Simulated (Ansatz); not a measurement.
# The stack of 1T-SnS2 under 1T-PbSTe, shifted by a third of the diagonal between two gates

How do the bands of the stack of 1T-SnS2 under 1T-PbSTe, shifted by a third of the diagonal follow a displacement field between two gates?

Calculated with Ansatz 0.2.0; plane-wave DFT, PBE-D3(BJ), Ansatz PAW, in the first sound run; inputs show where later runs differ.

### Step 1. Set-up

The cell holds 6 atoms: 3 S, 1 Sn, 1 Te and 1 Pb. Its edges and angles: a = 3.673 Å, b = 3.673 Å, c = 46.598 Å, α = 90.0°, β = 90.0°, γ = 120.0°. Regions: layer 1: 1T-SnS2, 3 atoms (2 S and 1 Sn); layer 2: 1T-PbSTe, 3 atoms (1 Te, 1 Pb and 1 S). Vacuum lies along c.

### Step 2. Relaxing the slab

The starting cell is a guess, so the in-plane lattice and the atoms are relaxed first, with the slab cut off from its images along the normal.

Input file input.yaml:

```yaml
crystal:
  lattice:
    - [3.672846, 0.0, 0.0]
    - [-1.836423, 3.1807779402, 0.0]
    - [0.0, 0.0, 46.5978983838]
  atoms:
    - { symbol: S, position: [0.6666666667, 0.3333333333, 0.4163277889] }
    - { symbol: Sn, position: [0.0, 0.0, 0.4358047063] }
    - { symbol: S, position: [0.3333333333, 0.6666666667, 0.4552816238] }
    - { symbol: Te, position: [0.0, 0.0, 0.522881239] }
    - { symbol: Pb, position: [0.3333333333, 0.6666666667, 0.5596492571] }
    - { symbol: S, position: [0.6666666667, 0.3333333333, 0.5836722111] }
  periodic: [true, true, false]
kpoints:
  mp_grid: { grid: [12, 12, 1] }
hamiltonian:
  xc: pbe
  dispersion: d3bj
scf:
  occupations: { method: fermi_dirac, width: 0.05 }
  convergence: { dr2_threshold: 1.0e-09 }
relax:
  f_tol: 0.004
  max_steps: 90
  cell: {}
output:
  write_potential: true
  write_density: true
  volumetric_format: npy
```

Launch:

```console
$ ansatz run input.yaml --threads 4 --pin off --max-ram 6144MiB --backend cpu --events-out ev --progress --plain --runs-dir out
```

Numbers of over 12 decimals in the logs are rounded to 6 here.

Log:

```text
Warning: relax.cell: scf.convergence.dr2_threshold = 1e-9 eV is looser than the 1.89414754226e-10 eV advised for a relaxation that steers and ends on the stress (1e-10 eV for each atom of the cell: 6, times the square of relax.cell.stress_2d_tol = 0.05 N/m over 17.8 Å (the atoms' height at the walk's start and 5 Å past either face), 2.809e-2 GPa, over a crystal's default 0.05). What an SCF threshold leaves in a stress goes as its square root, and in the free energy as the threshold itself, and one threshold admits the most on a small cell: [figures from the program's tests cut] Set scf.convergence.dr2_threshold to 1.89414754226e-10 eV or tighter. [rest of the remark cut]
Engine: ansatz 0.2.0, aarch64-unknown-linux-gnu
Pseudopotentials: kind: paw
Pseudopotential: S, paw, valence charge 6, recommended cutoff 420 eV (normal), S.paw.azcp
Pseudopotential: Sn, paw, valence charge 14, recommended cutoff 420 eV (normal), Sn.paw.azcp
Pseudopotential: Te, paw, valence charge 16, recommended cutoff 420 eV (normal), Te.paw.azcp
Pseudopotential: Pb, paw, valence charge 14, recommended cutoff 420 eV (normal), Pb.paw.azcp
Functional definition: PBE
  parameter kappa = 0.804
  parameter beta = 0.066725
  exchange = pbe_x(kappa = kappa, mu = beta*pi^2/3)
  correlation = pbe_c(beta = beta)
Crystal: 6 atoms, lattice volume = 544.380 Å³
Basis set: ecut = 420 eV, 10643 PW (Γ), exchange–correlation on 50×50×640 points (8 copies of the dense FFT grid, shifted against one another)
Bands: 38, of which v1, the nominal top of the filled ones, is band 31 counted from 1 (30 counted from 0)
Symmetry: 6 space group operations
Space group: P3m1 (ITA 156), of the structure as read, at distance tolerance 8.2e-5 Å
k-points: 19 of 144 (time reversal used)
Non-local potential: S, projectors of the file, l = 0: 2, l = 1: 2, l = 2: 2
Non-local potential: Sn, projectors of the file, l = 0: 2, l = 1: 2, l = 2: 2, l = 3: 2
Non-local potential: Te, projectors of the file, l = 0: 2, l = 1: 2, l = 2: 2, l = 3: 2
Non-local potential: Pb, projectors of the file, l = 0: 2, l = 1: 2, l = 2: 2, l = 3: 2
PAW form: soft (Blöchl's): semilocal exchange-correlation on the pseudo side does not see the compensation charge
PAW one-centre angular grid: S, 110 points (default); XC on 64 Gauss nodes
PAW one-centre angular grid: Sn, 590 points (default); XC on 64 Gauss nodes
PAW one-centre angular grid: Te, 590 points (default); XC on 64 Gauss nodes
PAW one-centre angular grid: Pb, 590 points (default); XC on 64 Gauss nodes
Initial density: superposition of atomic densities (neutral atoms: chi_scale 0, normalization atom), corrected by the library's trained network
Initial wavefunctions: pseudopotential atomic-orbital guess
Functional: x = pbe(κ = 0.804, μ = 0.219515), c = pbe(β = 0.066725)
SCF iter   1: F=—  HF=-27613.071071 eV  |F-HF|=—  |Δ(HF+E_count)|=         —  Δρ=1.68e-3  dr2=5.39e-2  ethr=1.77e-3  ⟨swp⟩=21.3  Hψ=6844  notcnv=0  defer=14
preconditioner: auto → LDOS  [insulator: Δε(μ)=0.131 eV  Ē_g=15.493 eV  σ=0.050 eV  W_gap=0.54  n_scr=28 (ndim 8)  ℏωp=11.5 eV  f_vac=0.752  D(μ)=1.41/eV (n_scr^D=10)  ε∞_Penn≈1.5  β→1.0]
SCF iter   2: F=—  HF=-27613.080249 eV  |F-HF|=—  |Δ(HF+E_count)|=   9.18e-3  Δρ=1.47e-3  dr2=1.16e-1  ethr=8.69e-5  ⟨swp⟩=6.4  Hψ=2211  notcnv=0  defer=28
SCF iter   3: F=—  HF=-27613.083873 eV  |F-HF|=—  |Δ(HF+E_count)|=   3.62e-3  Δρ=1.70e-3  dr2=1.38e-1  ethr=8.69e-5  ⟨swp⟩=6.5  Hψ=2226  notcnv=0  defer=26
SCF iter   4: F=—  HF=-27613.069056 eV  |F-HF|=—  |Δ(HF+E_count)|=   1.48e-2  Δρ=1.03e-3  dr2=4.79e-2  ethr=8.69e-5  ⟨swp⟩=3.4  Hψ=1299  notcnv=0  defer=24
SCF iter   5: F=—  HF=-27613.061441 eV  |F-HF|=—  |Δ(HF+E_count)|=   7.62e-3  Δρ=2.49e-4  dr2=2.50e-3  ethr=7.73e-5  ⟨swp⟩=3.5  Hψ=1281  notcnv=0  defer=24
SCF iter   6: F=—  HF=-27613.061474 eV  |F-HF|=—  |Δ(HF+E_count)|=   3.28e-5  Δρ=1.54e-4  dr2=1.39e-4  ethr=4.04e-6  ⟨swp⟩=3.0  Hψ=1419  notcnv=0  defer=24
SCF iter   7: F=—  HF=-27613.061438 eV  |F-HF|=—  |Δ(HF+E_count)|=   3.55e-5  Δρ=9.34e-5  dr2=6.67e-5  ethr=2.24e-7  ⟨swp⟩=2.9  Hψ=1382  notcnv=0  defer=24
SCF iter   8: F=—  HF=-27613.061441 eV  |F-HF|=—  |Δ(HF+E_count)|=   3.22e-6  Δρ=2.67e-5  dr2=6.34e-6  ethr=1.08e-7  ⟨swp⟩=2.9  Hψ=1394  notcnv=0  defer=24
SCF iter   9: F=—  HF=-27613.061442 eV  |F-HF|=—  |Δ(HF+E_count)|=   6.47e-7  Δρ=8.67e-6  dr2=6.12e-7  ethr=1.02e-8  ⟨swp⟩=3.3  Hψ=1529  notcnv=0  defer=24
SCF iter  10: F=—  HF=-27613.061499 eV  |F-HF|=—  |Δ(HF+E_count)|=   5.66e-5  Δρ=3.58e-6  dr2=1.14e-7  ethr=9.87e-10  ⟨swp⟩=3.2  Hψ=1644  notcnv=0  defer=25
SCF iter  11: F=—  HF=-27613.061499 eV  |F-HF|=—  |Δ(HF+E_count)|=   3.13e-9  Δρ=6.64e-7  dr2=8.42e-9  ethr=1.84e-10  ⟨swp⟩=2.9  Hψ=1444  notcnv=0  defer=25
SCF iter  12: F=-27613.061499 eV  HF=-27613.061499 eV  |F-HF|=3.35e-9  |Δ(HF+E_count)|=   3.06e-9  Δρ=3.03e-7  dr2=8.99e-10  ethr=1.61e-12  ⟨swp⟩=11.6  Hψ=7060  notcnv=0
SCF 1 converged in 12 iterations: F = -27613.061499 eV  dr2 = 8.99e-10
  greatest PAW one-centre occupation: 0.998 electrons in one spin orbital (limit 2), on the Te atom at site 3 (counted from 0), in its partial waves of l = 2
relax step   1: F+E_penalty+E_count = -27613.06149857 eV  Δ(F+E_penalty+E_count) = +0.000e0 eV  max|allowed force component| = 6.479e0 eV/Å  Δτ_max = 0.0000 Å  P = +47.423 N/m  Ω = 544.380 Å³  fix = [c, alpha, beta]  reactions: c +0.000 N/m  (12 SCF iters, accepted)
Crystal: 6 atoms, lattice volume = 562.095 Å³
Basis set: ecut = 420 eV, 11015 PW (Γ), exchange–correlation on 50×50×640 points (8 copies of the dense FFT grid, shifted against one another)
Initial density: handed on by an earlier stage of this run
Initial wavefunctions: those handed on with the density
iter 1 solved again at ethr=6.90e-4 eV; its pass at ethr=3.10e-3 eV (dr2=4.28e-1 eV) is discarded
SCF iter   1: F=—  HF=-27617.115745 eV  |F-HF|=—  |Δ(HF+E_count)|=         —  Δρ=5.42e-3  dr2=4.22e-1  ethr=6.90e-4  ⟨swp⟩=2.9  Hψ=5889  notcnv=0
preconditioner: auto → LDOS  [insulator: Δε(μ)=0.152 eV  Ē_g=12.363 eV  σ=0.050 eV  W_gap=0.53  n_scr=28 (ndim 8)  ℏωp=10.2 eV  f_vac=0.747  D(μ)=1.77/eV (n_scr^D=10)  ε∞_Penn≈1.7  β→1.0]
SCF iter   2: F=—  HF=-27617.173568 eV  |F-HF|=—  |Δ(HF+E_count)|=   5.78e-2  Δρ=4.49e-3  dr2=4.58e-1  ethr=6.81e-4  ⟨swp⟩=6.6  Hψ=2107  notcnv=0  defer=8
SCF iter   3: F=—  HF=-27617.054466 eV  |F-HF|=—  |Δ(HF+E_count)|=   1.19e-1  Δρ=1.05e-3  dr2=2.02e-2  ethr=6.81e-4  ⟨swp⟩=4.7  Hψ=1455  notcnv=0  defer=22
SCF iter   4: F=—  HF=-27617.053143 eV  |F-HF|=—  |Δ(HF+E_count)|=   1.32e-3  Δρ=5.13e-4  dr2=6.04e-3  ethr=3.26e-5  ⟨swp⟩=3.5  Hψ=1563  notcnv=0  defer=22
[...]
[... from here on, the SCF cycles and remarks between the steps are left out ...]
relax step   4: F+E_penalty+E_count = -27619.01915611 eV  Δ(F+E_penalty+E_count) = -5.339e-1 eV  max|allowed force component| = 6.505e-1 eV/Å  Δτ_max = 0.1946 Å  P = +3.604 N/m  Ω = 572.312 Å³  energy of the carried Pulay correction = -2.763e-3 eV  fix = [c, alpha, beta]  reactions: c +0.000 N/m  (10 SCF iters, accepted)
relax step   5: F+E_penalty+E_count = -27619.22454960 eV  Δ(F+E_penalty+E_count) = -2.054e-1 eV  max|allowed force component| = 3.760e-1 eV/Å  Δτ_max = 0.2000 Å  P = +0.547 N/m  Ω = 573.577 Å³  energy of the carried Pulay correction = -2.885e-3 eV  fix = [c, alpha, beta]  reactions: c +0.000 N/m  (12 SCF iters, accepted)
relax step   6: F+E_penalty+E_count = -27619.32933456 eV  Δ(F+E_penalty+E_count) = -1.048e-1 eV  max|allowed force component| = 2.134e-1 eV/Å  Δτ_max = 0.2000 Å  P = -1.032 N/m  Ω = 570.800 Å³  energy of the carried Pulay correction = -2.617e-3 eV  fix = [c, alpha, beta]  reactions: c -0.000 N/m  (11 SCF iters, accepted)
relax step   7: F+E_penalty+E_count = -27619.39847636 eV  Δ(F+E_penalty+E_count) = -6.914e-2 eV  max|allowed force component| = 2.150e-1 eV/Å  Δτ_max = 0.1950 Å  P = -0.769 N/m  Ω = 558.733 Å³  energy of the carried Pulay correction = -1.437e-3 eV  fix = [c, alpha, beta]  reactions: c -0.000 N/m  (12 SCF iters, accepted)
relax step   8: F+E_penalty+E_count = -27619.41250816 eV  Δ(F+E_penalty+E_count) = -1.403e-2 eV  max|allowed force component| = 3.617e-2 eV/Å  Δτ_max = 0.1029 Å  P = -0.588 N/m  Ω = 555.566 Å³  energy of the carried Pulay correction = -1.123e-3 eV  fix = [c, alpha, beta]  reactions: c -0.000 N/m  (11 SCF iters, accepted)
relax step   9: F+E_penalty+E_count = -27619.41482781 eV  Δ(F+E_penalty+E_count) = -2.320e-3 eV  max|allowed force component| = 6.427e-2 eV/Å  Δτ_max = 0.0361 Å  P = -0.066 N/m  Ω = 550.382 Å³  energy of the carried Pulay correction = -6.055e-4 eV  fix = [c, alpha, beta]  reactions: c -0.000 N/m  (10 SCF iters, accepted)
relax step  10: F+E_penalty+E_count = -27619.41521911 eV  Δ(F+E_penalty+E_count) = -3.913e-4 eV  max|allowed force component| = 1.440e-2 eV/Å  Δτ_max = 0.0105 Å  P = -0.033 N/m  Ω = 551.096 Å³  energy of the carried Pulay correction = -6.771e-4 eV  fix = [c, alpha, beta]  reactions: c -0.000 N/m  (9 SCF iters, accepted)
relax step  11: F+E_penalty+E_count = -27619.41524302 eV  Δ(F+E_penalty+E_count) = -2.391e-5 eV  max|allowed force component| = 3.319e-3 eV/Å  Δτ_max = 0.0017 Å  P = -0.001 N/m  Ω = 551.019 Å³  energy of the carried Pulay correction = -6.693e-4 eV  fix = [c, alpha, beta]  reactions: c -0.000 N/m  (7 SCF iters, accepted)
Initial wavefunctions: pseudopotential atomic-orbital guess (no wavefunctions were taken with the density)
iter 1 solved again at ethr=3.25e-7 eV; its pass at ethr=3.10e-3 eV (dr2=2.02e-4 eV) is discarded
SCF iter   1: F=—  HF=-27619.414458 eV  |F-HF|=—  |Δ(HF+E_count)|=         —  Δρ=4.30e-5  dr2=2.63e-7  ethr=3.25e-7  ⟨swp⟩=5.4  Hψ=8230  notcnv=0
SCF iter   2: F=—  HF=-27619.415572 eV  |F-HF|=—  |Δ(HF+E_count)|=   1.11e-3  Δρ=3.13e-6  dr2=5.54e-8  ethr=4.24e-10  ⟨swp⟩=5.1  Hψ=2389  notcnv=0
SCF iter   3: F=—  HF=-27619.415569 eV  |F-HF|=—  |Δ(HF+E_count)|=   3.02e-6  Δρ=1.57e-6  dr2=4.75e-8  ethr=8.94e-11  ⟨swp⟩=2.9  Hψ=1470  notcnv=0
SCF iter   4: F=—  HF=-27619.415572 eV  |F-HF|=—  |Δ(HF+E_count)|=   2.69e-6  Δρ=6.39e-7  dr2=8.96e-9  ethr=7.66e-11  ⟨swp⟩=2.8  Hψ=1118  notcnv=0
SCF iter   5: F=-27619.415572 eV  HF=-27619.415572 eV  |F-HF|=1.02e-7  |Δ(HF+E_count)|=   2.14e-7  Δρ=1.99e-7  dr2=4.00e-10  ethr=1.61e-12  ⟨swp⟩=15.1  Hψ=7139  notcnv=0
SCF 12 converged in 5 iterations: F = -27619.415572 eV  dr2 = 4.00e-10
relax step  12: F+E_penalty+E_count = -27619.41557233 eV  Δ(F+E_penalty+E_count) = -3.293e-4 eV  max|allowed force component| = 3.312e-3 eV/Å  Δτ_max = 0.0000 Å  P = -0.038 N/m  Ω = 551.019 Å³  fix = [c, alpha, beta]  reactions: c -0.000 N/m  stress off target by 3.82e-2 N/m on what of the cell is left free  SCF on the basis re-selected at this cell (its energy is not comparable with the rows above)  (5 SCF iters)
basis re-selected at this cell: Δ(F+E_penalty+E_count) = -3.293e-4 eV, ΔP = -0.037 N/m vs the last step (what re-selecting the basis moved, of the pressure what is left beyond the Pulay correction that the steps carried, after the strain that the cell walked since its last selection, with what the two solves' SCF thresholds leave and, on support functions, any second-order correction that the steps lacked; it is no m [...]
WARN: The output density's exchange-correlation potential varies sharply where the density is thin. Do not read a vacuum level from v_tot or v_xc, or from such a field of the output density. On a cell that repeats whose density bears no net charge and no dipole along the vacuum's axis use v_es (v_loc + v_h of the components); under efield.dipole_correction with no amplitude use v_es + v_field, which holds any externa [...]
SCF converged after 5 iterations
Free energy (F): -27619.415572 eV
Harris-Foulkes:  -27619.415572 eV  (|F-HF|=1.02e-7)
Internal energy: -27619.395876 eV  (E = F + TS)
E sigma→0 (E₀):  -27619.405724 eV
Entropy (-TS):   -0.019696 eV (-3.283 meV/atom)
Fermi energy:    -5.728698 eV
--- Per-component energies (eV) ---
  E_band       = -1283.841901
  E_kinetic    = 974.728453
  E_local      = -231644.965083  (includes V_loc(G=0)·N_el)
  E_nonlocal   = 95.917930
  E_hartree    = 115488.295385
  E_xc         = -1015.101265
  E_vxc        = -590.382728  (∫ρ·V_xc dr)
  E_paw        = -21012.183813  (= ΣΔE_a)
  E_vpaw       = -1095.736219  (= ΣTr[D̂ρ^β])
  E_aug_tail   = -0.000133  (compensation charges beyond the density's cutoff)
  E_ewald      = 109495.718691
  E_disp       = -1.806042  (pairwise vdW)
  E_smearing   = -0.019696  (= −TS)
  E_closure    = 0.000000  (closes the sum)
  Σ components = -27619.415572   (vs F -27619.415572, Δ=0.00e0)
--- Forces (eV/Å), atoms counted from 1 ---
  atom   1  S      0.00000000     0.00000000     0.00197163
  atom   2  Sn     0.00000000     0.00000000    -0.00331301
  atom   3  S      0.00000000    -0.00000000     0.00132750
  atom   4  Te     0.00000000    -0.00000000     0.00004378
  atom   5  Pb     0.00000000    -0.00000000    -0.00021416
  atom   6  S      0.00000000     0.00000000     0.00018074
  max |Σ_I F_I| component: 3.51e-6 eV/Å
--- 2D stress c σ (N/m, compression-positive) ---
       -0.038232      -0.000000       0.000000
       -0.000000      -0.038232       0.000000
        0.000000       0.000000      -0.000000
  P = ½ c Tr σ = -0.0382 N/m
--- Band table (eV; the first three rows and the last of 19) ---
  k-point 0: bands = [... 27 lower, -6.4487, -6.4487, -5.5958, -4.4198, -4.2082, -4.2082, -3.2496, -1.8675, ... 3 higher]
  k-point 1: bands = [... 27 lower, -6.9206, -6.5341, -5.3899, -4.7365, -4.3371, -4.2120, -2.8593, -1.8089, ... 3 higher]
  k-point 2: bands = [... 27 lower, -7.0721, -6.7569, -6.0243, -5.0703, -4.6487, -4.1508, -2.4013, -1.9094, ... 3 higher]
  k-point 18: bands = [... 27 lower, -7.9397, -7.7521, -7.5408, -6.8769, -6.3348, -4.3740, -2.7839, -2.5653, ... 3 higher]
  the weakly bound empty levels are not read free of the cell's end (no_gap_told)
--- Relaxed structure (11 steps of the walk, 11 accepted, 1 SCFs on fresh bases) ---
  F+E_penalty+E_count = -27619.41557233 eV   max|allowed force component| = 3.312e-3 eV/Å   (the final SCF, on the basis selected at the relaxed cell)
  cell:  # Å, volume = 551.0188 Å³
    - [3.695173, 8.262481717305661e-19, 0]
    - [-1.847586, 3.200113, 0]
    - [0, 0, 46.5978983838]
  atoms:
    - { symbol: S, position: [0.666667, 0.333333, 0.391697] }
    - { symbol: Sn, position: [-1.7654151829305505e-17, 0, 0.423271] }
    - { symbol: S, position: [0.333333, 0.666667, 0.455311] }
    - { symbol: Te, position: [-4.56883344887766e-18, 0, 0.519638] }
    - { symbol: Pb, position: [0.333333, 0.666667, 0.574893] }
    - { symbol: S, position: [0.666667, 0.333333, 0.608807] }
```

Wall time 2.1 min (4 threads of Arm Neoverse V2, shared host); peak memory 1.1 GiB.

The steps of the relaxation:

```
step  energy less that of the first step (eV)  largest force component (eV/Å)  volume (Å³)
   1                                   0.0000                          6.4786       544.38
   2                                  -3.9912                          3.8458       562.10
   3                                  -5.4238                          1.9426       568.40
   4                                  -5.9577                          0.6505       572.31
   5                                  -6.1631                          0.3760       573.58
   6                                  -6.2678                          0.2134       570.80
   7                                  -6.3370                          0.2150       558.73
   8                                  -6.3510                          0.0362       555.57
   9                                  -6.3533                          0.0643       550.38
  10                                  -6.3537                          0.0144       551.10
  11                                  -6.3537                          0.0033       551.02
 12*                                  -6.3541                          0.0033       551.02
```

Relaxation steps marked * repeat the geometry before them on a plane-wave basis chosen anew for their cell, so energy and pressure can jump there.

The run keeps the 6 symmetry operations that it works with, so distortions that break them were not tested.

```
cell as run  before  after  change
      a (Å)   3.673  3.695  +0.6 %
      b (Å)   3.673  3.695  +0.6 %
```

The atoms that moved most (Å, along periodic axes as changes of fractional coordinates times the final cell, across vacuum about the mean position):

```
atom     dx     dy      dz  length
  S6  0.000  0.000   1.171   1.171
  S1  0.000  0.000  -1.148   1.148
 Pb5  0.000  0.000   0.710   0.710
 Sn2  0.000  0.000  -0.584   0.584
 Te4  0.000  0.000  -0.151   0.151
```

Final coordinates:

```xyz
6
Lattice="3.6952 0.0000 0.0000 -1.8476 3.2001 0.0000 0.0000 0.0000 46.5979" Properties=species:S:1:pos:R:3
S     1.8476    1.0667   18.2523
Sn    0.0000    0.0000   19.7235
S     0.0000    2.1334   21.2165
Te    0.0000    0.0000   24.2140
Pb    0.0000    2.1334   26.7888
S     1.8476    1.0667   28.3691
```

Numbers from this step:

* energy at zero smearing: -27619.4057 eV

The lattice constant a goes from 3.673 to 3.695 Å.

(Part 1 of 3 ends here.)

[Logs are printed without paths, hosts, clocks, repeated set-up lines and the standing remarks that a program may print on its own settings, such as how far it seeks lower states.]

[Hosts, paths, dates, database ids (printed as entryN), source tags and the programs' standing remarks are cut or masked in the printed files.]

[Maps of the electrostatic potential energy from Ansatz leave out the sawtooth potential of an applied field or a dipole correction, so their vacuum need not be flat; planar profiles and work functions include it.]
